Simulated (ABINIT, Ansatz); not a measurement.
# CsCaF3 (Pm-3m): G0W0 on several meshes in ABINIT, part 2 of 2

Aim: the GW shift of CsCaF3 (Pm-3m) against the k mesh.

ABINIT 10.8.3; LDA and many-body steps on it, plane waves. Known limits of the many-body steps: not at the basis limit; no spin-orbit coupling; coarse k mesh.

So far. Step 4 (2×2×2): The gap on the mesh goes from 6.84 eV to 10.38 eV, a correction of +3.53 eV. Step 5 (Empty states on the mesh, 4×4×4 mesh, 89 bands): On this mesh the gap is 6.840 eV.

## (7) 4×4×4

This step: G0W0 on LDA, plane waves, norm-conserving pseudopotentials.

Contents of run.abi:

```
acell 3*1.0 Angstrom
rprim 
  4.520531030000 0.000000000000 0.000000000000
  0.000000000000 4.520531030000 0.000000000000
  0.000000000000 0.000000000000 4.520531030000
ntypat 3
znucl 55 20 9
natom 5
typat 1 2 3 3 3
xred 
  0.000000000000 0.000000000000 0.000000000000
  0.500000000000 0.500000000000 0.500000000000
  0.000000000000 0.500000000000 0.500000000000
  0.500000000000 0.000000000000 0.500000000000
  0.500000000000 0.500000000000 0.000000000000
pp_dirpath "pseudos"
pseudos "Cs.upf, Ca.upf, F.upf"
ecut 36
ngkpt 4 4 4
nshiftk 1
shiftk 0 0 0
kptopt 1
chksymbreak 0
istwfk *1
occopt 1
irdwfk 1
optdriver 4
nband 81
gwcalctyp 0
ecutsigx 36
symsigma 1
nkptgw 2
kptgw 
  0.5000000000 0.5000000000 0.5000000000
  0.0000000000 0.0000000000 0.0000000000
bdgw 
  18 23
  18 23
ecuteps 4.2
irdscr 1
ppmodel 1
indata_prefix "in"
outdata_prefix "out"
tmpdata_prefix "tmp"
```

The run is started by

```
> OMP_NUM_THREADS=1 mpirun -n 4 abinit run.abi > log
```

Numbers of over 12 decimals in the logs are rounded to 6 here.

What it wrote:

```text
.Version 10.8.3 of ABINIT. v10.8.2 released Aug 2026.

 Symmetries : space group Pm -3 m (#221); Bravais cP (primitive cubic)
[... echo of the input left out ...]
== DATASET  1 ==================================================================
-   mpi_nproc: 4, omp_nthreads: 1 (-1 if OMP is not activated)

--- !DatasetInfo
iteration_state: {dtset: 1, }
dimensions: {natom: 5, nkpt: 10, mband: 81, nsppol: 1, nspinor: 1, nspden: 1, mpw: 6488, }
cutoff_energies: {ecut:  36.0, pawecutdg:  -1.0, }
electrons: {nelect:   4.00000000E+01, charge:   0.00000000E+00, occopt:   1.00000000E+00, tsmear:   1.00000000E-02, }

 SIGMA: Calculation of the GW corrections

 Based on a program developped by R.W. Godby, V. Olevano, G. Onida, and L. Reining.
 Incorporated in ABINIT by V. Olevano, G.-M. Rignanese, and M. Torrent.
.Using double precision arithmetic ; gwpc =  8

[... cell and pseudopotentials left out ...]
--------------------------------------------------------------------------------

 ==== K-mesh for the wavefunctions ====
 Number of points in the irreducible wedge :    10
[... list of points left out ...]
 Together with 48 symmetry operations and time-reversal symmetry
 yields    64 points in the full Brillouin Zone.

 ==== Q-mesh for screening function ====
 Number of points in the irreducible wedge :    10
[... list of points left out ...]
 Together with 48 symmetry operations and time-reversal symmetry
 yields    64 points in the full Brillouin Zone.

 vcoul_init : cutoff-mode = AUXILIARY_FUNCTION
 q-points for optical limit:   1
     1)      0.000010    0.000020    0.000030
 setmesh: FFT mesh size selected  =    48x   48x   48
          total number of points  =       110592

 Number of electrons calculated from density =   40.0000; Expected =   40.0000
[...]
number of omega for Sigma on real axis              0
 max omega for Sigma on real axis  [eV]           0.00
 zcut for avoiding poles [eV]                     0.10

 EPSILON^-1 parameters (SCR file):
 dimension of the eps^-1 matrix on file            251
 dimension of the eps^-1 matrix used               251
 number of plane-waves for wavefunctions          6451
 number of bands                                    81
 number of q-points in IBZ                          10
 number of frequencies                               2
 number of real frequencies                          1
 number of imag frequencies                          1

 matrix elements of self-energy operator (all in [eV])

 Perturbative Calculation

--- !SelfEnergy_ee
iteration_state: {dtset: 1, }
kpoint     : [   0.500,    0.500,    0.500, ]
spin       : 1
KS_gap     :    8.824
QP_gap     :   12.605
Delta_QP_KS:    3.780
data: !SigmaeeData |
     Band     E0 <VxcDFT>   SigX SigC(E0)      Z dSigC/dE  Sig(E)    E-E0       E
       18   0.152 -21.953 -29.823   5.510   0.792  -0.262 -23.823  -1.870  -1.718
       19   0.152 -21.953 -29.823   5.510   0.792  -0.262 -23.823  -1.870  -1.718
       20   0.152 -21.953 -29.823   5.510   0.792  -0.262 -23.823  -1.870  -1.718
[...]
--- !SelfEnergy_ee
iteration_state: {dtset: 1, }
kpoint     : [   0.000,    0.000,    0.000, ]
spin       : 1
KS_gap     :    6.864
QP_gap     :   10.476
Delta_QP_KS:    3.612
data: !SigmaeeData |
     Band     E0 <VxcDFT>   SigX SigC(E0)      Z dSigC/dE  Sig(E)    E-E0       E
[...]
22   8.181  -8.908  -4.077  -2.758   0.882  -0.133  -7.078   1.830  10.011
       23   8.181  -8.908  -4.077  -2.758   0.882  -0.133  -7.078   1.830  10.011

== END DATASET(S) ==============================================================
================================================================================

 -outvars: echo values of variables after computation  --------
           etotal      0.0000000000E+00
            nband          81
             nkpt          10
          spgroup         221
 [... the other variables as echoed above ...]

 Calculation completed.
```

The job ended after 13 s (4 MPI ranks of Arm Neoverse V1, shared host; peak memory 1.1 GiB).

Numbers from this step:

* G0W0 gap on the points computed: 10.47 eV
* starting gap on the mesh: 6.840 eV
* k of the valence top: 0.5, 0.5, 0.5
* k of the conduction bottom: 0, 0, 0
* Z at the valence top: 0.792
* Z at the conduction bottom: 0.884
* least direct G0W0 gap on the computed points: 10.48 eV

Against G0W0 in ABINIT (2×2×2 mesh, 81 bands, screening to 114.3 eV, Godby-Needs plasmon pole), the gap moves by +0.097 eV.

## (8) Side by side

Times are wall times on 4 MPI ranks of Arm Neoverse V1, shared host, good to a factor of about two. A run's time includes the screening step that it read.

```csv
run,mesh,bands,screening cutoff (eV),DFT gap (eV),gap on the mesh (eV),direct (eV),ε∞ used,time
2×2×2,2×2×2,81,114.3,6.840,10.375,10.389,2.39,20 s
4×4×4,4×4×4,81,114.3,6.840,10.472,10.476,2.30,77 s
```

## (9) Summary of results

```json
{
  "2×2×2": "10.375 eV",
  "4×4×4": "10.472 eV",
  "known limits": "not at the basis limit; no spin-orbit coupling; coarse k mesh"
}
```

4×4×4: +0.097 eV against 2×2×2. Bands and cutoff are finite, so the gap is not at the basis limit. The miss can reach some tenths of an eV and take either sign; the mesh is an error of its own. In the G0W0 runs levels were corrected at 2 k points alone, so a gap called «on the mesh» is the least over those, and an edge elsewhere would be missed. The 2×2×2 mesh is coarse for this cell, which bears on the long-range parts of exchange and screening. This is the ideal cubic cell; many perovskites, halides above all, are cubic only on average, and local tilts or off-centring can widen the gap. The many-body steps are scalar-relativistic: spin-orbit coupling is not in them.

[Paths, hosts, dates, memory and timing lines, banners, echoed tables and standing remarks are left out of the program output.]

[Logs are printed without paths, hosts, clocks, repeated set-up lines and the standing remarks that a program may print on its own settings, such as how far it seeks lower states.]

[Runs of the session that timed out or met a known fault of the program may be left out.]

[Hosts, paths, dates, database ids (printed as entryN), source tags and the programs' standing remarks are cut or masked in the printed files.]

[G0W0 gaps are taken among the corrected bands and points alone; a level outside them can change the order at an edge.]

[Where Ansatz stands beside ABINIT at settings called matched, ABINIT's density can come from a denser mesh and the files from another edition; pairs whose starting gaps differed by over 0.03 eV were left out, so agreement reads better than it is.]
